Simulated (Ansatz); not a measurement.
# Dielectric response of MgS (110) films, part 5 of 5

How well do thin rocksalt MgS (110) films screen a perpendicular field?

Ansatz 0.2.0; plane-wave DFT, PBE, Ansatz PAW (set soft_1); PAW set soft_1 (the session's first sound run).

So far. Step 24 (The bulk with HSE06): The gap is 3.81 eV. Step 25 (Band edges against the vacuum, levels HSE06): The program warns that the averaged potential varies by 0.20 eV in the slab's middle, which these edges carry as an error.

## (26) A changed input: scf.convergence.dr2_threshold = 1e-08

This step: plane-wave DFT, PBE, Ansatz PAW (set soft_1) (Ansatz 0.2.0).

System of this step: MgS (110), 5 units. The cell holds 10 atoms: 5 Mg and 5 S. Its edges and angles: a = 3.677 Å, b = 5.200 Å, c = 25.354 Å, α = 90.0°, β = 90.0°, γ = 90.0°. It derives from MgS (rocksalt MgS). Vacuum lies along c.

A run with a changed input: it repeats the earlier run at 0.05 V/Å, 5 units with scf.convergence.dr2_threshold from 1e-10 to 1e-08.

The input, input.yaml:

```yaml
crystal:
  lattice:
    - [3.67695526, 0.0, 0.0]
    - [0.0, 5.2, 0.0]
    - [0.0, 0.0, 25.3539105243]
  atoms:
    - { symbol: Mg, position: [0.5, 0.5, 0.3628574156] }
    - { symbol: S, position: [0.5, 0.0, 0.3517574179] }
    - { symbol: Mg, position: [0.0, 0.0, 0.4213594138] }
    - { symbol: S, position: [0.0, 0.5, 0.4272119772] }
    - { symbol: Mg, position: [0.5, 0.5, 0.4999999995] }
    - { symbol: S, position: [0.5, 0.0, 0.500000001] }
    - { symbol: Mg, position: [0.0, 0.0, 0.5786405852] }
    - { symbol: S, position: [0.0, 0.5, 0.572788023] }
    - { symbol: Mg, position: [0.5, 0.5, 0.6371425844] }
    - { symbol: S, position: [0.5, 0.0, 0.6482425824] }
kpoints:
  mp_grid: { grid: [8, 6, 1] }
hamiltonian:
  xc: pbe
  pseudopotentials: { kind: paw, azcp: { folder: soft_1 } }
scf:
  occupations: { method: fixed }
  convergence: { dr2_threshold: 1.0e-08 }
efield:
  axis: 3
  dipole_correction: true
  ramp_position: 0.97
  ramp_width: 0.06
  amplitude: 0.05
output:
  write_potential: true
  write_density: true
  volumetric_format: npy
```

The run is started by

```console
$ ansatz run input.yaml --threads 4 --pin off --max-ram 8192MiB --backend cpu --events-out ev --progress --plain --runs-dir out
```

Numbers of over 12 decimals in the logs are rounded to 6 here.

What it wrote:

```text
[...]
Crystal: 10 atoms, lattice volume = 484.771 Å³
Basis set: ecut = 420 eV, 9453 PW (Γ)
Bands: 50, of which v1, the nominal top of the filled ones, is band 40 counted from 1 (39 counted from 0)
Symmetry: 4 space group operations
k-points: 20 of 48
[...]
SCF iter   1: F=—  HF=-14144.753899 eV  |F-HF|=—  |Δ(HF+E_count)|=         —  Δρ=2.91e-2  dr2=9.81e0  ethr=3.10e-3  p=0.051 e·Å  D=1.91e-2 V/Å  ΔV_dip=-0.49 eV  dr2_dipole=2.90e-4  V_vac-E_F(+/−)=8.08/7.41 eV  ⟨swp⟩=6.5  Hψ=4091  notcnv=0  defer=147
[...]
SCF iter  11: F=-14141.513729 eV  HF=-14141.513729 eV  |F-HF|=1.55e-9  |Δ(HF+E_count)|=   1.97e-8  Δρ=5.45e-7  dr2=1.24e-9  ethr=1.25e-11  p=0.045 e·Å  D=1.68e-2 V/Å  ΔV_dip=-0.43 eV  dr2_dipole=5.24e-11  V_vac-E_F(+/−)=5.27/4.54 eV  ⟨swp⟩=23.1  Hψ=6144  notcnv=0
SCF 1 converged in 11 iterations: F = -14141.513729 eV  dr2 = 1.24e-9
[...]
SCF converged after 11 iterations
[...]
Free energy (F): -14141.513729 eV
[...]
Internal energy: -14141.513729 eV  (E = F + TS)
E sigma→0 (E₀):  -14141.513729 eV
Fermi energy:    -0.571832 eV
Dipole field:    D = 0.016838 V/Å  (p = 0.045111 e·Å, saw-weighted, corrected)
Work function:   not extracted (applied field tilts the vacuum); planar V_es + V_field profile in the machine report
[...]
--- Band table (eV; the first three rows and the last of 20) ---
  k-point 0: bands = [... 36 lower, -1.4614, -1.0673, -0.6361, -0.5718, 0.8200, 1.4648, 2.4532, 3.4615, ... 6 higher]
  k-point 1: bands = [... 36 lower, -1.4393, -1.1167, -0.6729, -0.6069, 1.2832, 1.6481, 2.6793, 3.5210, ... 6 higher]
  k-point 2: bands = [... 36 lower, -1.4857, -1.2615, -0.7294, -0.6633, 1.8723, 2.1253, 3.2234, 3.4726, ... 6 higher]
  k-point 19: bands = [... 36 lower, -1.9927, -1.9512, -1.7489, -1.1772, 2.5452, 3.2792, 3.9923, 4.0784, ... 6 higher]
```

It took 10 s on 4 threads of Intel Xeon Platinum 8488C (Sapphire Rapids), shared host; peak memory 1.1 GiB; 39 s of CPU time.

Numbers from this step:

* gap on the k-mesh: 1.392 eV
* dipole along the normal: 0.04511 e·Å

| quantity | this run | earlier run | difference |
| --- | --- | --- | --- |
| dipole along the normal (e·Å) | 0.04511 | 0.04510 | 1.2e-5 |
| gap on the k-mesh (eV) | 1.392 | 1.392 | -1.5e-5 |

Nothing in the table moves by 0.01 in its unit (for the dipole 0.5 % and 5e-5 e·Å). The run took 11 SCF cycles against 12.

## (27) Varying the input

An input spoilt on purpose, to show how the run answers: it repeats the earlier run at 0.05 V/Å, 5 units with efield.axis from 3 to 2, and scf.max_iter set to 100.

Edit input.yaml of step 26 so:

```diff
@@ -23,5 +23,6 @@
   occupations: { method: fixed }
-  convergence: { dr2_threshold: 1.0e-08 }
+  convergence: { dr2_threshold: 1.0e-10 }
+  max_iter: 100
 efield:
-  axis: 3
+  axis: 2
   dipole_correction: true
```

What it wrote:

```text
Engine: ansatz 0.2.0, x86_64-unknown-linux-gnu
Pseudopotentials: kind: paw
Pseudopotential: Mg, paw, valence charge 10, recommended cutoff 420 eV (normal), soft_1/Mg.paw.azcp
Pseudopotential: S, paw, valence charge 6, recommended cutoff 420 eV (normal), soft_1/S.paw.azcp
Functional definition: PBE
  parameter kappa = 0.804
  parameter beta = 0.066725
  exchange = pbe_x(kappa = kappa, mu = beta*pi^2/3)
  correlation = pbe_c(beta = beta)
Crystal: 10 atoms, lattice volume = 484.771 Å³
Basis set: ecut = 420 eV, 9453 PW (Γ)
Bands: 50, of which v1, the nominal top of the filled ones, is band 40 counted from 1 (39 counted from 0)
Symmetry: 4 space group operations
k-points: 20 of 48 (time reversal used)
Non-local potential: Mg, projectors of the file, l = 0: 3, l = 1: 2, l = 2: 1
Non-local potential: S, projectors of the file, l = 0: 2, l = 1: 2, l = 2: 1
PAW form: soft (Blöchl's): semilocal exchange-correlation on the pseudo side does not see the compensation charge
PAW one-centre angular grid: Mg, 110 points (default); XC on 64 Gauss nodes
PAW one-centre angular grid: S, 110 points (default); XC on 64 Gauss nodes
Initial density: superposition of atomic densities (neutral atoms: chi_scale 0, normalization atom, screened)
Initial wavefunctions: pseudopotential atomic-orbital guess
Functional: x = pbe(κ = 0.804, μ = 0.219515), c = pbe(β = 0.066725)
Error: efield: ion 1 (S) at fractional coordinate 0.0000 along the field axis lies inside the sawtooth ramp with 2 of the planes that the density is read on at each end, [0.9144, 0.0856] — the ramp must sit in vacuum (an ion there feels the fictitious reversed slope); set or move the ramp (efield.ramp_position / ramp_width) or move the geometry
```

It took 0.21 s on 4 threads; peak memory 0.5 GiB.

The program refused the input before any cycle.

The program's message: “Error: efield: ion 1 (S) at fractional coordinate 0.0000 along the field axis lies inside the sawtooth ramp with 2 of the planes that the density is read on at each end, [0.9144, 0.0856] — the ramp mu …”

The fault put into the input: the field along an axis without vacuum.

## (28) What came out

```json
{
 "electronic ε from the thickness series": "5.36",
 "static ε from the thickness series": "13.5",
 "local electronic ε, middle of 12 units": "5.45",
 "ionisation energy, levels by PBE": "5.42 eV",
 "electron affinity, levels by PBE": "2.63 eV",
 "ionisation energy, levels by HSE06": "6.08 eV",
 "electron affinity, levels by HSE06": "2.27 eV"
}
```

The films give an electronic ε of 5.36 and a static ε of 13.5. The slope of the series and the field inside the thickest film give 5.36 and 5.45, in agreement. Ions raise ε from 5.36 to 13.5. The static value rests on two thicknesses alone. HSE06 levels deepen the valence edge by 0.66 eV on the same PBE surface dipole. The alignment warns that the averaged potential still varies by 0.20 eV in the slab's middle, which the band edges carry as an error. The in-plane lattice constants are held at typed bulk values. Semilocal functionals tend to overestimate the electronic ε a little.

[Logs are printed without paths, hosts, clocks, repeated set-up lines and the standing remarks that a program may print on its own settings, such as how far it seeks lower states.]

[Hosts, paths, dates, database ids (printed as entryN), source tags and the programs' standing remarks are cut or masked in the printed files.]

[Maps of the electrostatic potential energy from Ansatz leave out the sawtooth potential of an applied field or a dipole correction, so their vacuum need not be flat; planar profiles and work functions include it.]
